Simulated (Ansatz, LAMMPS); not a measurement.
## Amorphous Si0.7Ge0.3 (120 atoms) in motion

How do the atoms of amorphous Si0.7Ge0.3 (120 atoms) move, and what local order do they keep?

Main program and level: Ansatz 0.2.0; Kohn-Sham DFT, PBE, PAW (set soft_2), plane waves.

### 1. Starting point

The cell holds 120 atoms: 84 Si and 36 Ge. Its edges and angles: a = 13.770 Å, b = 13.770 Å, c = 13.770 Å, α = 90.0°, β = 90.0°, γ = 90.0°. 120 atoms (84 Si, 36 Ge) placed at random at 3.16 g/cm³, melted at 3500 K for 10 ps at fixed volume with the Tersoff potential (Tersoff, Phys. Rev. B 39, 5566 (1989)). Quenched from 3500 K to 700 K at 30 K/ps and fixed volume, held 5 ps, then minimised at fixed cell.

Before any run, some limits are plain. The quench rate of 30 K/ps is orders of magnitude faster than experiment, which tends to freeze in extra defects. The network of bonds at the start is that of the classical potential that made the cell. Only the Γ point is sampled, in a cell whose shortest periodic width is 14 Å.

### 2. Single point at the start

The forces at the start show how far the geometry lies from a minimum of this functional.

The input, input.yaml:

```yaml
crystal:
  lattice:
    - [13.7704, 0.0, 0.0]
    - [0.0, 13.7704, 0.0]
    - [0.0, 0.0, 13.7704]
  atoms:
    - { symbol: Si, position: [0.05453, 0.99024, 0.8669] }
    - { symbol: Si, position: [0.8206, 0.35062, 0.49745] }
    - { symbol: Si, position: [0.28681, 0.93604, 0.99205] }
    - { symbol: Si, position: [0.57568, 0.49871, 0.00953] }
    [... 110 atom lines left out ...]
    - { symbol: Ge, position: [0.57146, 0.3758, 0.38322] }
    - { symbol: Ge, position: [0.91634, 0.69978, 0.57313] }
    - { symbol: Ge, position: [0.43378, 0.90168, 0.66085] }
    - { symbol: Ge, position: [0.58645, 0.73672, 0.52836] }
    - { symbol: Ge, position: [0.10853, 0.23968, 0.56473] }
    - { symbol: Ge, position: [0.47512, 0.02936, 0.15726] }
kpoints:
  mp_grid: { grid: [1, 1, 1] }
hamiltonian:
  xc: pbe
scf:
  occupations: { method: fermi_dirac, width: 0.025 }
output:
  forces: true
  stress: true
```

The run is started by

```
$ ansatz run input.yaml --threads 4 --pin off --max-ram 15872MiB --backend cpu --events-out ev --progress --plain --runs-dir out
```

Wall time 40 s (4 threads of Arm Neoverse V2, shared host); peak memory 3.7 GiB.

Numbers from this run:

| Property | Result |
| --- | --- |
| free energy | -207995.7718 eV |
| free energy per atom | -1733.2981 eV/atom |
| SCF cycles | 11 |
| pressure | -0.4985 GPa |
| r.m.s. force component | 0.2196 eV/Å |
| longest force | 0.8442 eV/Å |
| Fermi energy | 6.589 eV |

The r.m.s. force component of 0.22 eV/Å and the pressure of -0.50 GPa set the starting point.

Neighbours are counted within 2.83 Å (Si-Si), 2.88 Å (Si-Ge), 2.93 Å (Ge-Ge).

Length of the force by element and coordination:

```csv
element,coordination,atoms,mean length of the force (eV/Å),spread,least,most
Ge,all,36,0.358,0.156,0.103,0.717
Ge,3,1,0.356,0,0.356,0.356
Ge,4,31,0.347,0.163,0.103,0.717
Ge,5,4,0.445,0.0713,0.361,0.540
Si,all,84,0.338,0.164,0.0406,0.844
Si,3,1,0.844,0,0.844,0.844
Si,4,77,0.324,0.15,0.0406,0.745
Si,5,6,0.433,0.183,0.169,0.769
```

### 3. Dynamics at 300 K

A Langevin thermostat couples each atom to a heat bath, at the price of damped dynamics. The time step is 2.0 fs.

Edit input.yaml of step 2 so:

```diff
@@ -16 +16,8 @@
   stress: true
+md:
+  timestep: 2.0
+  n_steps: 130
+  ensemble: nvt_langevin
+  temperature: 300
+  initial_velocities: maxwell_boltzmann
+  seed: 4467
```

Wall time 54 min (4 threads); peak memory 4.1 GiB; 3.5 h of CPU time.

The program notes that the SCF threshold is loose for the stress and it switched symmetry off.

Rows from the run:

```csv
time (fs),T (K),potential (meV/atom)
0.0,298,0.0
18.0,206,16.2
34.0,225,17.9
52.0,243,14.9
70.0,290,13.0
86.0,300,13.9
104.0,299,13.2
122.0,309,12.6
138.0,329,7.8
156.0,357,7.7
174.0,329,13.5
190.0,313,12.7
208.0,290,13.7
226.0,299,14.9
242.0,316,12.6
260.0,296,10.6
```

Mean square displacement from the first frame to the last: Si 0.11 Å², Ge 0.11 Å².

The mean square displacement by time lag:

```csv
time lag (fs),Ge (Å²),Si (Å²)
2.0,4.2e-5,1.0e-4
6.0,3.8e-4,8.8e-4
12.0,0.00147,0.00337
18.0,0.00320,0.00710
22.0,0.00467,0.0101
28.0,0.00727,0.0150
34.0,0.0103,0.0199
38.0,0.0125,0.0232
44.0,0.0160,0.0277
50.0,0.0198,0.0317
54.0,0.0224,0.0342
60.0,0.0265,0.0375
66.0,0.0307,0.0407
70.0,0.0335,0.0427
76.0,0.0378,0.0458
82.0,0.0422,0.0490
86.0,0.0452,0.0513
92.0,0.0497,0.0547
98.0,0.0543,0.0583
102.0,0.0574,0.0606
108.0,0.0620,0.0642
114.0,0.0667,0.0676
118.0,0.0698,0.0697
124.0,0.0745,0.0728
130.0,0.0791,0.0755
```

Over the second half of 260 fs the temperature averages 316 K, falling from about 343 to 306 K (means over the first and last quarter of that half). From first frame to last Si has the largest mean square displacement, 0.11 Å² at the end; the farthest move is 1.19 Å. The count of bonds goes from 244 in the first frame to 242 in the last, by one set of cutoffs: 7 pairs passed out of them and 5 came within. The run spans 0.26 ps, too short for its means to be equilibrium values.

### 4. Local order late in the run

The g(r) is a mean over the second half; what follows it is taken at the last frame.

Bonds before and after, by the cutoffs listed below:

```csv
pair,bonds before,bonds after,mean before (Å),mean after (Å),spread before (Å),spread after (Å)
Si-Si,124,123,2.408,2.399,0.062,0.092
Si-Ge,93,93,2.453,2.475,0.060,0.103
Ge-Ge,27,26,2.524,2.567,0.100,0.123
```

Density 3.16 g/cm³, 21.76 Å³ an atom.

Mean of 15 frames. g(r), total and by pair (bins of 0.2 Å):

```csv
r (Å),total,Si-Si,Si-Ge,Ge-Ge
2.20,0.37,0.70,0.06,0.00
2.40,4.21,4.96,3.65,2.77
2.60,1.15,0.54,1.43,3.14
2.80,0.13,0.10,0.08,0.57
3.00,0.12,0.14,0.06,0.24
3.20,0.20,0.22,0.16,0.24
3.40,0.65,0.72,0.55,0.71
3.60,1.17,1.19,1.19,0.90
3.80,1.84,1.96,1.83,1.32
4.00,1.74,1.52,2.07,1.29
4.20,1.32,1.23,1.47,1.11
4.40,1.05,0.88,1.28,0.94
4.60,0.84,0.79,0.92,0.68
4.80,0.76,0.76,0.83,0.43
5.00,0.74,0.79,0.71,0.66
5.20,0.77,0.67,0.81,1.09
5.40,0.94,0.92,0.96,0.91
5.60,1.14,1.18,1.12,1.03
5.80,1.14,1.19,1.10,1.08
6.00,1.08,1.08,1.09,1.04
6.20,0.96,0.94,0.98,1.02
6.40,0.88,0.85,0.88,1.00
6.60,0.91,0.88,0.93,1.03
6.80,0.95,0.93,0.96,1.01
```

Bonds by pair of elements; cutoffs follow the first minimum of g(r), held within bounds set by covalent radii, and pairs that aren't listed don't count as bonded:

```csv
pair A-B,cutoff (Å),bonds,mean length (Å),spread (Å),shortest (Å),B about A,A about B
Si-Si,2.88,123,2.40,0.092,2.19,2.93,2.93
Si-Ge,3.02,93,2.48,0.103,2.27,1.11,2.58
Ge-Ge,3.08,26,2.57,0.123,2.41,1.44,1.44
```

How many atoms have how many bonded neighbours:

```csv
element,mean,3,4,5
Ge,4.03,3,29,4
Si,4.04,0,81,3
```

Bond angles, per cent of each kind in bins of 5°:

```csv
angle (°),Si-Si-Si,Ge-Si-Si,Ge-Ge-Si,Si-Ge-Si,Ge-Si-Ge
50–55,0.4,0.0,0.0,0.0,0.0
55–60,0.0,1.0,0.0,1.1,0.0
60–65,0.4,0.5,0.0,1.1,0.0
65–70,0.4,0.5,0.0,2.3,0.0
70–75,0.4,0.5,0.0,1.1,2.7
75–80,0.4,0.0,0.0,0.0,2.7
80–85,2.6,2.4,0.9,1.1,2.7
85–90,2.9,2.9,6.4,3.4,8.1
90–95,6.6,7.7,8.2,6.8,13.5
95–100,9.6,9.2,15.5,12.5,8.1
100–105,16.9,12.1,6.4,13.6,8.1
105–110,19.5,16.9,22.7,13.6,10.8
110–115,12.1,16.9,14.5,11.4,21.6
115–120,7.7,11.1,7.3,6.8,10.8
120–125,8.5,8.2,9.1,6.8,5.4
125–130,3.7,3.9,5.5,11.4,2.7
130–135,5.1,3.4,0.9,2.3,2.7
135–140,1.5,1.5,0.9,2.3,0.0
140–145,0.7,1.0,0.0,0.0,0.0
145–150,0.4,0.0,0.9,1.1,0.0
150–155,0.0,0.0,0.9,1.1,0.0
155–160,0.0,0.0,0.0,0.0,0.0
160–165,0.0,0.5,0.0,0.0,0.0
165–170,0.4,0.0,0.0,0.0,0.0
```

Bond angles (no mean is given where the spread exceeds 20°):

```csv
angle,count,mean (°),spread (°)
Si-Si-Si,272,108,14.4
Ge-Si-Si,207,108,14.5
Ge-Ge-Si,110,108,13.3
Si-Ge-Si,88,108,17.4
Ge-Si-Ge,37,105,14.2
```

Bond length by coordination (bonds to H left out):

```csv
element,coordination,atoms,mean bond length (Å)
Ge,3,3,2.43
Ge,4,29,2.50
Ge,5,4,2.62
Si,4,81,2.42
Si,5,3,2.49
```

Rings of the network by King's shortest-path rule, up to 12 atoms, one path for each pair of neighbours; H, halogens, alkali and alkaline-earth atoms are left out, and the last column divides by all other atoms, bonded or not:

```csv
ring size (atoms),rings,per network atom
3,3,0.025
4,9,0.075
5,61,0.508
6,81,0.675
7,56,0.467
8,9,0.075
```

For some of the pairs, g(r) has its first main peak near 2.4 Å (Si-Si), 2.4 Å (Si-Ge) and 2.5 Å (Ge-Ge). Counting bonds as in the table, 81 % of Ge atoms have 4 and 96 % of Si atoms have 4 bonded neighbours. The Si-Si-Si angle averages 108° with a spread of 14°. Rings of 6 atoms are the most common (37 % of those counted); sizes run from 3 to 8.

### 5. Single point at the last frame

The last frame is solved once more, with the analyses that the dynamics left out.

The input, input.yaml:

```yaml
crystal:
  lattice:
    - [13.7704, 0.0, 0.0]
    - [0.0, 13.7704, 0.0]
    - [0.0, 0.0, 13.7704]
  atoms:
    - { symbol: Si, position: [0.05056, 0.9898, 0.88136] }
    - { symbol: Si, position: [0.83852, 0.3606, 0.51031] }
    - { symbol: Si, position: [0.27863, 0.94144, 0.99572] }
    - { symbol: Si, position: [0.58348, 0.49298, 0.00215] }
    [... 110 atom lines left out ...]
    - { symbol: Ge, position: [0.57304, 0.38818, 0.37455] }
    - { symbol: Ge, position: [0.90947, 0.70724, 0.58477] }
    - { symbol: Ge, position: [0.44141, 0.89976, 0.67147] }
    - { symbol: Ge, position: [0.58401, 0.72382, 0.54874] }
    - { symbol: Ge, position: [0.09695, 0.19976, 0.5704] }
    - { symbol: Ge, position: [0.45741, 0.03561, 0.12535] }
kpoints:
  mp_grid: { grid: [1, 1, 1] }
hamiltonian:
  xc: pbe
scf:
  occupations: { method: fermi_dirac, width: 0.025 }
output:
  forces: true
  stress: true
  populations: intrinsic
  dos:
    method: { smearing: { sigma: 0.15 } }
    de: 0.1
    projected: { site_lists: { Ge: [Ge], Si: [Si] } }
  eigenvalues: true
  write_density: true
  write_potential: true
  volumetric_format: npy
  elf: true
```

The job ended after 59 s (4 threads; peak memory 3.8 GiB).

Numbers from this run:

```yaml
free_energy: -207994.4992 eV
free_energy_per_atom: -1733.2875 eV/atom
scf_cycles: 10
pressure: -0.5206 GPa
r_m_s_force_component: 0.4867 eV/Å
longest_force: 2.016 eV/Å
fermi_energy: 6.547 eV
levels_partly_filled_by_over_2_per_cent: 2
```

Neighbours are counted within 2.88 Å (Si-Si), 3.02 Å (Si-Ge), 3.08 Å (Ge-Ge), the cutoffs taken from the dynamics.

Length of the force by element and coordination:

```csv
element,coordination,atoms,mean length of the force (eV/Å),spread,least,most
Ge,all,36,0.668,0.356,0.144,1.56
Ge,3,3,0.574,0.417,0.144,1.14
Ge,4,29,0.663,0.357,0.164,1.56
Ge,5,4,0.775,0.255,0.493,1.13
Si,all,84,0.788,0.385,0.152,2.02
Si,4,81,0.793,0.385,0.152,2.02
Si,5,3,0.650,0.360,0.323,1.15
```

Intrinsic-atomic-orbital charges by element and coordination:

```csv
element,coordination,atoms,mean charge (e),spread,least,most
Ge,all,36,-0.0497,0.032,-0.146,0.0255
Ge,3,3,-0.0578,0.0334,-0.0977,-0.0159
Ge,4,29,-0.0513,0.0317,-0.146,0.0255
Ge,5,4,-0.0324,0.027,-0.0745,-2.0e-4
Si,all,84,0.0213,0.0292,-0.0988,0.0838
Si,4,81,0.0205,0.0292,-0.0988,0.0838
Si,5,3,0.0427,0.0203,0.0168,0.0663
```

Density of states as counts of states in windows of 1 eV (from the Fermi level), total and the larger projections:

```csv
from (eV),to (eV),total,Si p,Ge p,Si s,Ge s
-14,-13,0.0,0.0,0.0,0.0,0.0
-13,-12,2.0,0.1,0.0,1.3,0.6
-12,-11,19.5,3.3,1.4,9.2,5.5
-11,-10,31.4,6.5,2.7,14.2,7.8
-10,-9,35.0,8.1,3.1,14.8,8.9
-9,-8,36.3,9.5,3.6,16.0,7.0
-8,-7,29.7,9.2,3.4,11.3,5.6
-7,-6,27.5,9.9,3.3,9.8,4.3
-6,-5,36.8,15.7,5.5,11.3,3.9
-5,-4,32.4,18.2,6.8,5.4,1.6
-4,-3,58.8,38.4,14.5,3.8,1.5
-3,-2,67.2,43.2,18.3,3.5,1.5
-2,-1,67.3,41.6,20.1,3.2,1.4
-1,0,35.7,20.8,10.7,2.2,1.2
0,1,29.2,13.5,6.9,4.5,2.4
1,2,55.7,26.2,11.1,8.6,4.4
2,3,74.8,34.8,15.5,10.1,3.7
```

Between -25 and -14 eV lie 360 more states.

The levels nearest the highest filled one (over half full), pooled over k-points and spins:

```csv
level less the highest filled one (eV),occupation
-0.449,2
-0.408,2
-0.330,2
-0.289,2
-0.117,2.00
0,1.82
0.115,0.184
0.267,0
0.304,0
0.388,0
0.499,0
0.549,0
```

Mean intrinsic-atomic-orbital charges: Ge -0.05, Si +0.02 e. Charges this small depend on the projection, at times even in sign. Within 0.4 eV of the Fermi level the largest share is Si p (53 % of the projected weight).

### 6. Outcome

| Property | Result |
| --- | --- |
| mean temperature, second half | 316.3 K |
| temperature swing, second half | 22.28 K |
| mean pressure, second half | -0.3293 GPa |
| free energy per atom | -1733.2875 eV/atom |
| pressure | -0.5206 GPa |
| r.m.s. force component | 0.4867 eV/Å |
| wall time of the 3 DFT runs | 56 min |

In words: Over the second half of 260 fs the temperature averages 316 K, falling from about 343 to 306 K (means over the first and last quarter of that half). The count of bonds goes from 244 in the first frame to 242 in the last, by one set of cutoffs: 7 pairs passed out of them and 5 came within. The run spans 0.26 ps, too short for its means to be equilibrium values. Counting bonds as in the table, 81 % of Ge atoms have 4 and 96 % of Si atoms have 4 bonded neighbours. Counting bands leaves a spacing of only 0.11 eV (at Γ alone), which the smearing bridges: 2 levels are partly filled by over 2 %, so a gap, if any, is small at this level.

**Limits.** The starting topology of bonds comes from the classical model; in DFT 7 of its 244 bonded pairs passed out of the cutoffs and 5 came within them. The pressure of a single frame lacks the kinetic term, about 0.20 GPa here.

[Logs are printed without paths, hosts, clocks, repeated set-up lines and the standing remarks that a program may print on its own settings, such as how far it seeks lower states.]

[Hosts, paths, dates, database ids (printed as entryN), source tags and the programs' standing remarks are cut or masked in the printed files.]
